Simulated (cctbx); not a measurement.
# Solving a structure by charge flipping

Cell a = 8.8160 Å, b = 8.8160 Å, c = 6.5790 Å, α = 90.00°, β = 90.00°, γ = 120.00°; space group P6_3/mcm (no. 193); content Nd10 Ti6.

Simulated single-crystal data (cctbx): synchrotron X-rays, λ = 0.4959 Å, to d = 0.84 Å, 50 % of the full sphere, strongest reflection 20000 counts, noise from counting, a 6 % proportional error and a noise floor of 2 counts (s.d.); no absorption.

Charge flipping in P1 on normalised amplitudes to 0.84 Å, δ = 1.2 σ, 20 % of the reflections treated as weak, 300 cycles:

```text
cycle      R  skewness
    0  0.589     0.31
   25  0.230     4.71
   50  0.224     4.58
   75  0.219     4.51
  100  0.222     4.53
  125  0.230     4.55
  150  0.224     4.56
  175  0.225     4.52
  200  0.225     4.63
  225  0.221     4.55
  250  0.219     4.54
  275  0.224     4.49
origin shift          correlation  skewness
 0.296  0.634 -0.008      0.876      6.35
 0.296  0.638  0.254      0.835      3.61
-0.004  0.972  0.001      0.808      1.82
 0.333  0.645  0.179      0.847      2.34
taken: symmetry correlation 0.876, skewness 6.35
peak      x       y       z  mult  height/sigma
Q1    0.0000  0.2344  0.7500    6     14.4
Q2    0.3333  0.6667  0.0000    4     14.1
Q3    0.0000  0.4013  0.2500    6      3.3
Q4    0.0000  0.0000  0.0000    2      1.6
Q5    0.0000  0.1026  0.6656   12      1.4
Q6    0.0000  0.2240  0.2500    6      1.4
Q7    0.0894  0.4211  0.0369   24      1.3
Q8    0.0000  0.4446  0.0489   12      1.3
```

The origin is taken among those within 0.04 of the best correlation, by the skewness of the map.

It took 0.96 s on 1 thread of Arm Neoverse N1 (shared host), peak memory 0.08 GiB.

**Question.** Which peaks are atoms, and which elements?

Heights go roughly as Z and multiplicities must add up to the content. First model: Q1 = Nd1 (6 in the cell, height 14.4), Q2 = Nd2 (4 in the cell, height 14.1) and Q3 = Ti1 (6 in the cell, height 3.3). Against the true structure, Q1 is Nd, Q2 is Nd and Q3 is Ti; the other peaks are not atoms.

Least squares on F², isotropic:

```text
Rint 0.049, 162 unique reflections to 0.84 A
cycle     R1     wR2    GooF  max shift (A)
   1  0.0815  0.2458   8.232   0.09850
   2  0.0133  0.0375   1.254   0.00001
final R1 0.0133 wR2 0.0375 GooF 1.254  parameters 5  data/parameter 32.4
atom        x        y        z      Ueq    occ   su(xyz)  su(Uiso or U11)
Nd1    0.00000  0.23596  0.75000   0.0140  1.000  0.00005  0.0002
Nd2    0.33333  0.66667  0.00000   0.0143  1.000  0.00000  0.0002
Ti1    0.00000  0.39013  0.25000   0.0240  1.000  0.00018  0.0004
difference map: max 1.03 min -1.38 rms 0.18
Q1    0.0000  0.2901  0.7500    6    1.03  0.48 A from Nd1
Q2    0.0000  0.1747  0.7500    6    1.01  0.54 A from Nd1
Q3    0.0000  0.2824  0.1830   12    0.62  1.05 A from Ti1
Q4    0.0000  0.3997  0.0931   12    0.49  1.04 A from Ti1
Q5    0.0626  0.4326  0.2500   12    0.45  0.49 A from Ti1
```

Anisotropic refinement:

```text
Rint 0.049, 162 unique reflections to 0.84 A
cycle     R1     wR2    GooF  max shift (A)
   1  0.0133  0.0375   1.275   0.00079
   2  0.0106  0.0284   0.967   0.00000
final R1 0.0106 wR2 0.0284 GooF 0.967  parameters 10  data/parameter 16.2
atom        x        y        z      Ueq    occ   su(xyz)  su(Uiso or U11)
Nd1    0.00000  0.23600  0.75000   0.0138  1.000  0.00004  0.0002
Nd2    0.33333  0.66667  0.00000   0.0141  1.000  0.00000  0.0002
Ti1    0.00000  0.39004  0.25000   0.0238  1.000  0.00014  0.0007
difference map: max 0.48 min -0.48 rms 0.15
Q1    0.0000  0.2816  0.1742   12    0.50  1.08 A from Ti1
Q2    0.0000  0.3977  0.1074   12    0.45  0.94 A from Ti1
Q3    0.3333  0.6667  0.0742    8    0.44  0.49 A from Nd2
Q4    0.0000  0.4893  0.1482   12    0.43  1.10 A from Ti1
Q5    0.0000  0.1149  0.7500    6    0.43  1.07 A from Nd1
Q6    0.1284  0.5126  0.2500   12    0.36  1.11 A from Ti1
```

**Reading.** The refinement ends at R1 = 0.0106, wR2 = 0.0284, GooF = 0.97, with difference density between -0.48 and 0.48 e/Å³. Every site matches the true model in element, within 0.001 Å r.m.s., up to an allowed shift of origin.

True model:

| atom | mult. | x | y | z | Ueq (Å²) |
| --- | --- | --- | --- | --- | --- |
| Nd1 | 4 | 2/3 | 1/3 | 1/2 | 0.0140 |
| Nd2 | 6 | 0 | 0.7640 | 3/4 | 0.0137 |
| Ti1 | 6 | 0 | 0.3901 | 3/4 | 0.0240 |

The model is made up (kin elements in a known structure type, no relaxation), so it says nothing on whether the phase exists.

[Middle refinement cycles are left out of these outputs.]

[Logs are printed without paths, hosts, clocks, repeated set-up lines and the standing remarks that a program may print on its own settings, such as how far it seeks lower states.]
